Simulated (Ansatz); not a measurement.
# Phonon-limited resistivity of YAlB in the AlB2 type, part 2 of 2

Question: is the lattice of YAlB in the AlB2 type stable, and if so, what are its coupling constant and resistivity?

Ansatz 0.2.0; DFT PBE, scalar-relativistic, plane waves, PAW.

So far, coupling constant λ: step 6 (electron–phonon run: q 2×2×2, k 6×6×4, scattering 8×8×8) 0.384; step 7 (k-mesh 6×6×6, scattering mesh 12×12×8, q mesh 3×3×2) 0.434; step 8 (k-mesh 6×6×6, scattering mesh 18×18×12, q mesh 3×3×2) 0.451; step 9 (k-mesh 9×9×8, scattering mesh 12×12×12, q mesh 3×3×2) 0.450. Also log mean phonon energy ħω_log (meV): step 6 23.7; step 7 23.4; step 8 23.4; step 9 23.4. The relaxed cell has a = 3.776, c = 4.074 Å (conventional setting).

The structure was built from a prototype and need not be the compound's stable phase.

### 10. Cost and result by level

Times are for 4 threads of Arm Neoverse V1, shared host. The series side by side:

```csv
no.,run,"resistivity at 300 K (μΩ cm, mean of the axes)",coupling constant λ,log mean phonon energy ħω_log (meV),time,memory (GiB)
1,"q 2×2×2, k 6×6×4, scattering 8×8×8",27.31,0.3841,23.68,37 s,0.74
2,"q 3×3×2, k 6×6×6, scattering 12×12×8",26.86,0.4338,23.37,3.5 min,2.6
3,"q 3×3×2, k 6×6×6, scattering 18×18×12",25.43,0.4505,23.36,4.1 min,2.6
4,"q 3×3×2, k 9×9×8, scattering 12×12×12",25.7,0.4503,23.38,4.9 min,2.6
```

The runs together, line α²F. Eliashberg function α²F, α²F against phonon energy; read off at these points:

```
phonon energy (meV)  q 2×2×2, k 6×6×4, scattering 8×8×8  q 3×3×2, k 6×6×6, scattering 12×12×8  q 3×3×2, k 6×6×6, scattering 18×18×12  q 3×3×2, k 9×9×8, scattering 12×12×12
               2.50                                   0                                8.1e-6                                 8.1e-6                                 8.1e-6
               5.00                              1.7e-4                                5.5e-4                                 8.5e-4                                 7.0e-4
               7.50                             0.00169                               0.00356                                0.00387                                0.00418
              10.00                             0.00724                                0.0140                                 0.0169                                 0.0176
              12.50                               0.125                                 0.107                                  0.113                                  0.111
              15.00                               0.134                                 0.147                                  0.145                                  0.146
              16.02                               0.216                                 0.248                                  0.263                                  0.249
              17.10                               0.276                                 0.254                                  0.240                                  0.193
              17.50                               0.196                                 0.265                                  0.260                                  0.268
              20.00                              0.0395                                0.0265                                 0.0356                                 0.0301
              22.50                              0.0242                                0.0702                                 0.0826                                 0.0879
              25.00                              0.0666                                0.0845                                 0.0808                                 0.0819
              27.50                               0.141                                 0.148                                  0.166                                  0.167
              30.00                               0.270                                 0.252                                  0.261                                  0.264
              30.68                               0.314                                 0.201                                  0.206                                  0.229
              32.50                               0.197                                 0.110                                  0.105                                  0.108
              33.39                               0.451                                 0.372                                  0.362                                  0.328
              33.93                               0.257                                 0.561                                  0.589                                  0.530
              35.00                               0.153                                 0.347                                  0.346                                  0.373
              37.50                              0.0394                                0.0468                                 0.0516                                 0.0495
              40.00                              0.0173                                0.0155                                 0.0163                                 0.0164
              42.50                              0.0169                                0.0174                                 0.0180                                 0.0186
              45.00                              0.0461                                0.0424                                 0.0433                                 0.0445
              47.50                              2.3e-5                               0.00199                                0.00369                                0.00269
              50.00                                   0                                     0                                      0                                      0
              52.50                                   0                                     0                                      0                                      0
              55.00                                   0                                     0                                      0                                      0
              57.50                                   0                                     0                                      0                                      0
              60.00                                   0                                     0                                      0                                      0
              62.50                                   0                                0.0103                                 0.0135                                 0.0126
              65.00                              0.0872                                0.0652                                 0.0681                                 0.0707
              67.50                               0.126                                 0.137                                  0.142                                  0.143
              68.68                               0.591                                 0.104                                  0.117                                  0.113
```

### 11. Summary of results

```json
{
 "run": "PBE, q 3×3×2, k 9×9×8, scattering 12×12×12",
 "coupling constant λ": "0.450",
 "log mean phonon energy ħω_log": "23.4 meV",
 "states at the Fermi level": "0.616 states/eV/spin/cell",
 "resistivity at 300 K": "23.5, 23.5, 30.2 μΩ cm (xx, yy, zz)",
 "Drude plasma energy": "4.52, 4.52, 4.45 eV (xx, yy, zz)",
 "resistivity times mean free path": "14.0, 14.0, 14.3 × 10⁻¹⁶ Ω m² (xx, yy, zz)",
 "change between its two finest scattering meshes": "λ 10 %, resistivity at 300 K 53 %",
 "time of that run": "4.9 min"
}
```

On the last rung that gave a resistivity at the base settings (q 3×3×2, k 9×9×8, scattering 12×12×12), YAlB in the AlB2 type has λ = 0.45 and a phonon-limited resistivity of 25.7 μΩ cm at 300 K. Across the runs of step 10 the resistivity at 300 K runs from 25.4 μΩ cm, mean of the axes (q 3×3×2, k 6×6×6, scattering 18×18×12) to 27.3 μΩ cm, mean of the axes (q 2×2×2, k 6×6×4, scattering 8×8×8), while the wall time spans a factor of 8.0. The coupling is moderate (λ = 0.45), so phonons raise the electrons' mass at the Fermi surface by about 45 %. By the run's own test λ moves by 10 % between the two scattering meshes. Values of ρ(T) under 50 K rest on the softest modes, mostly interpolated ones, and are the least sure of the table. The high-temperature form ρ = 2π k_B T λ_tr/(ħ ε₀ ω_p²) gives 26.4 μΩ cm along x at 300 K, against 23.5 from the Boltzmann equation. Conduction is anisotropic: the resistivity differs by a factor of 1.3 between the axes. By their share in the modes' patterns, Y atoms take 44 % of λ. The three lowest branches give 46 % of λ. By the run's own test, which takes the component that moves most, the resistivity at 300 K moves by 53 % between its two finest scattering meshes, so it is not converged. In the run quoted no mode is imaginary at the wavevectors of the 3×3×2 mesh; wavevectors off that mesh are interpolated. Only scattering by harmonic phonons counts; impurities, grain boundaries and thermal expansion are left out. The phonon runs are not spin-polarised. The structure was built by hand as an ordered model, and its stability against other phases was not tested.

[Logs are printed without paths, hosts, clocks, repeated set-up lines and the standing remarks that a program may print on its own settings, such as how far it seeks lower states.]

[Hosts, paths, dates, database ids (printed as entryN), source tags and the programs' standing remarks are cut or masked in the printed files.]
